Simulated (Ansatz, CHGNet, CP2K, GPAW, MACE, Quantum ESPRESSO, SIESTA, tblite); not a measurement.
# Running (9,9) carbon nanotube bundle (108 atoms) with SIESTA

How do the settings of SIESTA change the result for (9,9) carbon nanotube bundle (108 atoms)? A plane-wave run serves as the yardstick.

Main program and level: SIESTA 5.4.2; the method is named at each step.

**1. Set-up**

The cell holds 108 atoms: 108 C. Cell: a = 15.506 Å, b = 15.506 Å, c = 7.380 Å, α = 90.0°, β = 90.0°, γ = 120.0°. It derives from C (graphene). Graphene sheet (a = 2.46 Å) rolled into a (9,9) tube of diameter 12.21 Å, 3 periods, hexagonal bundle with 3.3 Å between walls; not relaxed, displaced by a Gaussian of 0.02 Å. Then every atom was moved at random, 0.02 Å r.m.s. a Cartesian component. The structure's axis is c.

The yardstick, on the same geometry:

| Property | Result |
| --- | --- |
| method | Kohn-Sham DFT, PBE, PAW, plane waves (Ansatz 0.2.0); cutoff 420 eV, Γ point, fermi-dirac smearing of 0.05 eV; PAW set soft_2 |
| r.m.s. force component | 1.649 eV/Å |
| longest force | 9.274 eV/Å |
| pressure | 3.501 GPa |
| SCF cycles | 10 |
| time | 22 s on 4 threads of Arm Neoverse V1, shared host |
| CPU time | 83 s |

**2. PBE, DZP, shift 0.01 Ry, mesh 300 Ry**

Method: Kohn-Sham DFT, PBE, PseudoDojo 0.4.1 norm-conserving pseudopotentials (converted to PSML), numerical atomic orbitals (DZP), diagonalisation.

The .psml files are PseudoDojo norm-conserving potentials that we converted to this format, checked against plane waves on the same files for H, C, O, Si, Ge and Ca alone.

Contents of input.fdf:

```
SystemLabel cell
NumberOfAtoms 108
NumberOfSpecies 1
%block ChemicalSpeciesLabel
  1 6 C
%endblock ChemicalSpeciesLabel
LatticeConstant 1.0 Ang
%block LatticeVectors
  15.50642 0.00000 0.00000
  -7.75321 13.42896 0.00000
  0.00000 0.00000 7.38000
%endblock LatticeVectors
PAO.BasisSize DZP
PAO.EnergyShift 0.01 Ry
XC.Functional GGA
XC.Authors PBE
MeshCutoff 300 Ry
%block kgrid_Monkhorst_Pack
  1 0 0 0.0
  0 1 0 0.0
  0 0 1 0.0
%endblock kgrid_Monkhorst_Pack
SolutionMethod diagon
OccupationFunction FD
ElectronicTemperature 580 K
SCF.Mixer.Method Pulay
SCF.Mixer.Weight 0.05
SCF.Mixer.History 8
SCF.Mix Hamiltonian
MaxSCFIterations 300
SCF.DM.Tolerance 1e-04
SCF.H.Tolerance 1.0e-3 eV
WriteForces T
Write.HirshfeldPop T
Write.VoronoiPop T
Write.DM F
Write.H F
XML.Write F
AtomicCoordinatesFormat Fractional
%block AtomicCoordinatesAndAtomicSpecies
  0.41574 0.05107 0.16759 1
  0.43680 0.10703 0.99484 1
  0.45201 0.20444 0.00281 1
  0.45584 0.25008 0.16010 1
  0.43614 0.33101 0.16513 1
  0.41906 0.36536 0.99940 1
  0.36129 0.41420 0.33712 1
  0.32886 0.43065 0.16607 1
  0.25133 0.45613 0.16457 1
  0.20187 0.45339 0.00110 1
  0.10750 0.43601 0.00104 1
  0.05263 0.41795 0.16831 1
  0.95006 0.36794 0.16416 1
  0.89541 0.33080 0.33396 1
  0.79386 0.25165 0.33793 1
  0.75012 0.20466 0.17335 1
  0.67134 0.10802 0.16320 1
  0.63172 0.05251 0.99279 1
  0.58117 0.94632 0.99600 1
  0.56502 0.89836 0.16185 1
  0.54697 0.79750 0.16035 1
  0.54478 0.74903 0.99409 1
  0.56302 0.66782 0.00214 1
  0.58245 0.63446 0.16720 1
  0.63722 0.58299 0.17101 1
  0.66806 0.56435 0.99485 1
  0.74886 0.54657 0.99694 1
  0.79531 0.54612 0.16805 1
  0.89174 0.56049 0.16638 1
  0.94865 0.58308 0.99702 1
  0.05251 0.63789 0.00015 1
  0.10555 0.66806 0.16235 1
  0.20409 0.75078 0.17262 1
  0.24675 0.79397 0.33594 1
  0.33209 0.89546 0.33723 1
  0.36463 0.94857 0.16369 1
  0.41428 0.05236 0.50465 1
  0.43611 0.10198 0.33920 1
  0.45320 0.20271 0.33804 1
  0.45391 0.24696 0.49618 1
  0.43389 0.32956 0.50416 1
  0.41775 0.36541 0.32798 1
  0.36394 0.41736 0.66714 1
  0.33136 0.43788 0.49811 1
  0.24705 0.45449 0.49685 1
  0.20254 0.45257 0.33485 1
  0.10612 0.43618 0.33329 1
  0.05231 0.41983 0.49594 1
  0.94448 0.36609 0.50310 1
  0.89705 0.33215 0.66467 1
  0.79705 0.24928 0.66261 1
  0.74918 0.20336 0.49786 1
  0.67234 0.10691 0.50082 1
  0.63676 0.05398 0.32892 1
  0.58360 0.94728 0.33338 1
  0.56492 0.89724 0.50028 1
[... 48 atom lines left out ...]
  0.20389 0.74976 0.83446 1
  0.24691 0.79540 0.00283 1
  0.32837 0.89414 0.99418 1
  0.35916 0.94481 0.83409 1
%endblock AtomicCoordinatesAndAtomicSpecies
```

On the command line:

```console
$ OMP_NUM_THREADS=1 mpirun -np 2 siesta < input.fdf > output.txt
```

The program printed:

```text
Version         : 5.4.2
reinit: System Name:
reinit: System Label: cell
initatom: Reading input for the pseudopotentials and atomic orbitals ----------
Species number:   1 Atomic number:    6 Label: C
Ground state valence configuration (from tables):   2s02  2p02  3d00  4f00
---- Processing specs for species: C
GGA--PBE XC_GGA_X_PBE--XC_GGA_C_PBE pb
C pseudopotential only contains V_ls up to l=1 -- lmxkb reset.
Using PAO.SplitTailNorm
%block ChemicalSpeciesLabel
    1    6 C                       # Species index, atomic number, species label
%endblock ChemicalSpeciesLabel
%block PAO.Basis                 # Define Basis set
C                     2                    # Species label, number of l-shells
 n=2   0   2                         # n, l, Nzeta
   4.484      3.048
   1.000      1.000
 n=2   1   2 P   1                   # n, l, Nzeta, Polarization, NzetaPol
   5.436      3.692
   1.000      1.000
%endblock PAO.Basis
coor:   Atomic-coordinates input format  =     Fractional
siesta: System type = bulk
initatomlists: Number of atoms, orbitals, and projectors:    108  1404   864
siesta: ******************** Simulation parameters ****************************
Total number of electrons:   432.000000
Total ionic charge:   432.000000
 Kpoints in:            1 . Kpoints trimmed:            1
siesta: k-grid: Number of k-points = 1
siesta: k-points from Monkhorst-Pack grid
siesta: k-cutoff (effective) =     3.690 Ang
siesta: k-point supercell and displacements
siesta: k-grid:     1     0     0      0.000
siesta: k-grid:     0     1     0      0.000
siesta: k-grid:     0     0     1      0.000
                     ====================================
                        Single-point calculation
                     ====================================
outcell: Unit cell vectors (Ang):
       15.506420    0.000000    0.000000
       -7.753210   13.428960    0.000000
        0.000000    0.000000    7.380000
outcell: Cell vector modules (Ang)   :   15.506420   15.506426    7.380000
outcell: Cell angles (23,13,12) (deg):     90.0000     90.0000    120.0000
outcell: Cell volume (Ang**3)        :   1536.7750
Gamma-point calculation with multiply-connected orbital pairs
Gamma-point calculation with multiply-connected orbital pairs
Folding of H and S implicitly performed
Folding of H and S implicitly performed
new_DM -- step:     1
Initializing Density Matrix...
Attempting to read DM from file... Failed...
DM filled with atomic data:
InitMesh: MESH = 144 x 144 x 80 = 1658880
InitMesh: Mesh cutoff (required, used) =   300.000   317.791 Ry
stepf: Fermi-Dirac step function
        iscf     Eharris(eV)        E_KS(eV)     FreeEng(eV)     dDmax    Ef(eV) dHmax(eV)
   scf:    1   -17544.464258   -17643.358911   -17643.542922  1.889617 -5.665984  3.878511
   scf:    2   -17645.607287   -17644.495291   -17644.679234  0.007484 -5.582381  3.461442
   scf:    3   -17653.755722   -17650.416778   -17650.601640  0.090354 -4.664923  1.388466
   scf:    4   -17651.101126   -17650.805066   -17650.990925  0.013990 -4.520380  0.730841
   scf:    5   -17651.270883   -17651.099911   -17651.286845  0.009769 -4.431140  0.296292
   scf:    6   -17651.142258   -17651.127267   -17651.314133  0.003823 -4.459877  0.111930
   scf:    7   -17651.142699   -17651.136189   -17651.323135  0.001062 -4.454625  0.051515
   scf:    8   -17651.138708   -17651.137951   -17651.324746  0.001038 -4.465432  0.024647
   scf:    9   -17651.140581   -17651.139307   -17651.326080  0.000602 -4.461483  0.020322
   scf:   10   -17651.141103   -17651.140258   -17651.326888  0.000681 -4.470632  0.012514
   scf:   11   -17651.140722   -17651.140497   -17651.327114  0.000290 -4.472213  0.009400
   scf:   12   -17651.140705   -17651.140606   -17651.327232  0.000227 -4.473185  0.005748
   scf:   13   -17651.140657   -17651.140637   -17651.327288  0.000199 -4.474645  0.003303
   scf:   14   -17651.140633   -17651.140635   -17651.327292  0.000028 -4.474870  0.002426
   scf:   15   -17651.140605   -17651.140622   -17651.327300  0.000065 -4.475407  0.000870
SCF Convergence by DM+H criterion
max |DM_out - DM_in|         :     0.0000646938
max |H_out - H_in|      (eV) :     0.0008699287
SCF cycle converged after 15 iterations
Using DM_out to compute the final energy and forces
siesta: E_KS(eV) =           -17651.1406
siesta: E_KS - E_eggbox =    -17651.1406
siesta: Atomic forces (eV/Ang):
     1    0.294212    2.626852   -0.665750
     2    0.352288   -2.093221    3.403347
     3    1.136138   -0.342854   -3.356820
     4   -0.758396    0.735489    4.830920
     5    0.540542   -0.016851   -0.532376
     6   -1.207540    0.808029    0.106652
     7    0.675216    0.447679   -1.855477
     8   -2.332387    1.459967    0.795057
     9   -0.202090   -0.709378    1.552282
    10    3.558633    1.228024    0.685063
    11   -4.898154   -0.828332   -0.721987
    12    1.918026    1.100994   -1.567294
[...]
104    0.783201    0.744859   -3.662747
   105   -0.288972    0.010299    1.461000
   106    0.765005   -0.097828   -0.659281
   107    0.044226   -0.253674    3.020631
   108    0.821144    1.617072   -2.492668
----------------------------------------
   Tot    0.000958    0.002635    0.006289
----------------------------------------
   Max    8.154518
   Res    1.844463    sqrt( Sum f_i^2 / 3N )
----------------------------------------
   Max    8.154518    constrained
Stress tensor Voigt[x,y,z,yz,xz,xy] (kbar):      -81.50      -77.55     -112.83       -4.12        2.76       -4.80
(Free)E + p*V (eV/cell)   -17564.3993
Target enthalpy (eV/cell)   -17651.3273
siesta: Program's energy decomposition (eV):
siesta: Ebs     =     -5867.391015
siesta: Eions   =     30473.465551
siesta: Ena     =      8009.729001
siesta: Ekin    =     12179.764976
siesta: Enl     =      -630.867224
siesta: DEna    =      -454.263036
siesta: DUscf   =        32.376667
siesta: Ex      =     -5763.088722
siesta: Ec      =      -551.326733
siesta: Exc     =     -6314.415456
siesta: Eharris =    -17651.140605
siesta: Etot    =    -17651.140622
siesta: FreeEng =    -17651.327300
siesta: Final energy (eV):
siesta:  Band Struct. =   -5867.391015
siesta:       Kinetic =   12179.764976
siesta:       Hartree =   23353.888683
siesta:         Exch. =   -5763.088722
siesta:         Corr. =    -551.326733
siesta:   Exch.-corr. =   -6314.415456
siesta:  Ion-electron =  -57842.330675
siesta:       Ion-ion =   10971.951850
siesta:         Total =  -17651.140622
siesta:         Fermi =      -4.475407
siesta: Stress tensor (static) (eV/Ang**3):
siesta:    -0.050870   -0.002996    0.001724
siesta:    -0.002996   -0.048402   -0.002569
siesta:     0.001724   -0.002569   -0.070424
siesta: Cell volume =       1536.774993 Ang**3
siesta: Pressure (static):
siesta:                Solid            Molecule  Units
siesta:           0.00061607          0.00065084  Ry/Bohr**3
siesta:           0.05656522          0.05975752  eV/Ang**3
siesta:          90.62747058         95.74210026  kBar
    Orbital volume contribution        =          41.007846 eV
    (Free)E + p_basis*V_orbitals       =      -17610.319454 eV
    (Free)Eharris+ p_basis*V_orbitals  =      -17610.319438 eV
Hirshfeld Atomic Populations:
Atom #   charge [q] valence [e]  Species
     1    -0.001640    4.001640  C
     2    -0.003598    4.003598  C
     3    -0.001194    4.001194  C
     4     0.003853    3.996147  C
     5    -0.002475    4.002475  C
     6    -0.002300    4.002300  C
     7    -0.001135    4.001135  C
     8    -0.000091    4.000091  C
     9     0.004492    3.995508  C
    10    -0.005562    4.005562  C
    11     0.001184    3.998816  C
    12     0.000369    3.999631  C
[...]
--------------------
 Total    -0.000032
Voronoi Atomic Populations:
Atom #   charge [q] valence [e]  Species
[...]
104     0.003605    3.996395  C
   105    -0.001735    4.001735  C
   106     0.001564    3.998436  C
   107    -0.002170    4.002170  C
   108     0.002906    3.997094  C
--------------------
 Total    -0.000032
```

The job ended after 1.9 min (2 MPI ranks of Arm Neoverse V1, shared host; peak memory 1.2 GiB).

Banners, paths, timers and routine set-up lines are dropped from the logs unmarked, and long logs keep their key lines alone; longer cuts are marked.

Numbers from this run, and their distance from the reference:

```yaml
r_m_s_force_component: 1.844 eV/Å
r_m_s_difference_of_force_components: 233.6 meV/Å
longest_difference_of_force_vectors: 1113 meV/Å
force_difference_over_r_m_s_force: 14.16 %
slope_of_forces_against_the_reference_s: 1.115
correlation_of_force_components: 0.9973
pressure: 9.063 GPa
pressure_difference: 5.561 GPa
```

This run lies far from the reference in forces at the same functional.

The surroundings of C71, which bears the longest force, nearest first, numbered as they follow in the input and with coordinates relative to it.

```csv
atom,x,y,z,distance (Å),bonds,Hirshfeld charge (e),Fx,Fy,Fz (eV/Å)
C71,0.00,0.00,0.00,0.00,3,0.00,-1.75,-6.14,8.15
C72,0.10,0.62,-1.12,1.29,3,-0.01,0.92,3.27,-5.52
C108,0.06,0.61,1.31,1.45,3,0.00,0.82,1.62,-2.49
C70,-0.53,-1.39,0.09,1.49,3,0.01,1.36,1.07,-0.70
C37,0.08,2.05,-1.12,2.34,3,0.00,1.08,-0.23,-1.38
C35,0.02,-0.06,-2.35,2.35,3,0.01,-0.70,-1.17,-1.92
C73,0.09,2.03,1.35,2.44,3,0.00,0.43,1.62,-3.24
C69,-0.86,-2.06,-1.10,2.49,3,0.00,2.65,3.57,-2.14
C107,-0.03,-0.07,2.50,2.50,3,0.00,0.04,-0.25,3.02
C105,-0.84,-2.01,1.32,2.55,3,0.00,-0.29,0.01,1.46
```

Forces lie 14 % from the reference's, at 2.7 times its CPU time (on 2 against 4 cores).

**3. PBE, SZP, shift 0.01 Ry, mesh 300 Ry**

Method: Kohn-Sham DFT, PBE, PseudoDojo 0.4.1 norm-conserving pseudopotentials (converted to PSML), numerical atomic orbitals (SZP), diagonalisation.

Changes to input.fdf since step 2:

```diff
@@ -12,3 +12,3 @@
 %endblock LatticeVectors
-PAO.BasisSize DZP
+PAO.BasisSize SZP
 PAO.EnergyShift 0.01 Ry
```

The program printed:

```text
Version         : 5.4.2
reinit: System Name:
reinit: System Label: cell
initatom: Reading input for the pseudopotentials and atomic orbitals ----------
Species number:   1 Atomic number:    6 Label: C
Ground state valence configuration (from tables):   2s02  2p02  3d00  4f00
---- Processing specs for species: C
GGA--PBE XC_GGA_X_PBE--XC_GGA_C_PBE pb
C pseudopotential only contains V_ls up to l=1 -- lmxkb reset.
Using PAO.SplitTailNorm
%block ChemicalSpeciesLabel
    1    6 C                       # Species index, atomic number, species label
%endblock ChemicalSpeciesLabel
%block PAO.Basis                 # Define Basis set
C                     2                    # Species label, number of l-shells
 n=2   0   1                         # n, l, Nzeta
   4.484
   1.000
[... lines left out ...]
Total number of electrons:   432.000000
[... lines left out ...]
stepf: Fermi-Dirac step function
        iscf     Eharris(eV)        E_KS(eV)     FreeEng(eV)     dDmax    Ef(eV) dHmax(eV)
[... lines left out ...]
SCF Convergence by DM+H criterion
[... lines left out ...]
SCF cycle converged after 15 iterations
[... lines left out ...]
   Max    8.831819
[... lines left out ...]
   Max    8.831819    constrained
Stress tensor Voigt[x,y,z,yz,xz,xy] (kbar):     -135.32     -130.50     -220.91       -6.37        3.22       -5.81
[... lines left out ...]
Target enthalpy (eV/cell)   -17547.2113
siesta: Program's energy decomposition (eV):
siesta: Ebs     =     -6551.769189
siesta: Eions   =     30473.465551
siesta: Ena     =      8009.729001
siesta: Ekin    =     11458.667500
siesta: Enl     =      -436.311198
siesta: DEna    =        49.143036
siesta: DUscf   =        15.297053
siesta: Ex      =     -5617.668398
siesta: Ec      =      -552.413870
siesta: Exc     =     -6170.082269
siesta: Eharris =    -17547.022427
siesta: Etot    =    -17547.022427
siesta: FreeEng =    -17547.211269
siesta: Final energy (eV):
siesta:  Band Struct. =   -6551.769189
siesta:       Kinetic =   11458.667500
siesta:       Hartree =   22531.053256
siesta:         Exch. =   -5617.668398
siesta:         Corr. =    -552.413870
siesta:   Exch.-corr. =   -6170.082269
siesta:  Ion-electron =  -56338.612765
siesta:       Ion-ion =   10971.951850
siesta:         Total =  -17547.022427
siesta:         Fermi =      -5.866526
siesta: Stress tensor (static) (eV/Ang**3):
siesta:    -0.084460   -0.003625    0.002010
siesta:    -0.003625   -0.081453   -0.003979
siesta:     0.002010   -0.003979   -0.137880
siesta: Cell volume =       1536.774993 Ang**3
siesta: Pressure (static):
siesta:                Solid            Molecule  Units
siesta:           0.00110291          0.00122743  Ry/Bohr**3
siesta:           0.10126455          0.11269780  eV/Ang**3
siesta:         162.24368964        180.56177963  kBar
    Orbital volume contribution        =          34.426936 eV
    (Free)E + p_basis*V_orbitals       =      -17512.784333 eV
    (Free)Eharris+ p_basis*V_orbitals  =      -17512.784333 eV
Hirshfeld Atomic Populations:
Atom #   charge [q] valence [e]  Species
     1    -0.001097    4.001097  C
     2    -0.003327    4.003327  C
     3    -0.002376    4.002376  C
[...]
--------------------
 Total    -0.000014
Voronoi Atomic Populations:
Atom #   charge [q] valence [e]  Species
[...]
107    -0.002063    4.002063  C
   108     0.003570    3.996430  C
--------------------
 Total    -0.000014
```

Wall time 88 s (2 MPI ranks); peak memory 1.1 GiB; 2.9 min of CPU time.

Numbers from this run, and their distance from the reference:

```
r.m.s. force component                  : 2.018 eV/Å
r.m.s. difference of force components   : 456.1 meV/Å
longest difference of force vectors     : 1981 meV/Å
force difference over r.m.s. force      : 27.65 %
slope of forces against the reference's : 1.21
correlation of force components         : 0.9891
pressure                                : 16.22 GPa
pressure difference                     : 12.72 GPa
```

This is a coarse setting, run to see what it loses.

Against the first run (14 %), the force difference from the reference is 28 %, at 0.77 times the CPU time, with 972 basis functions against 1404: the smaller basis costs accuracy.

(Continued in part 2 of 2.)

[Also dropped from logs without a mark: logging warnings of Python, and SIESTA's first energy breakdown and zero terms.]

[Logs are printed without paths, hosts, clocks, repeated set-up lines and the standing remarks that a program may print on its own settings, such as how far it seeks lower states.]

[Hosts, paths, dates, database ids (printed as entryN), source tags and the programs' standing remarks are cut or masked in the printed files.]
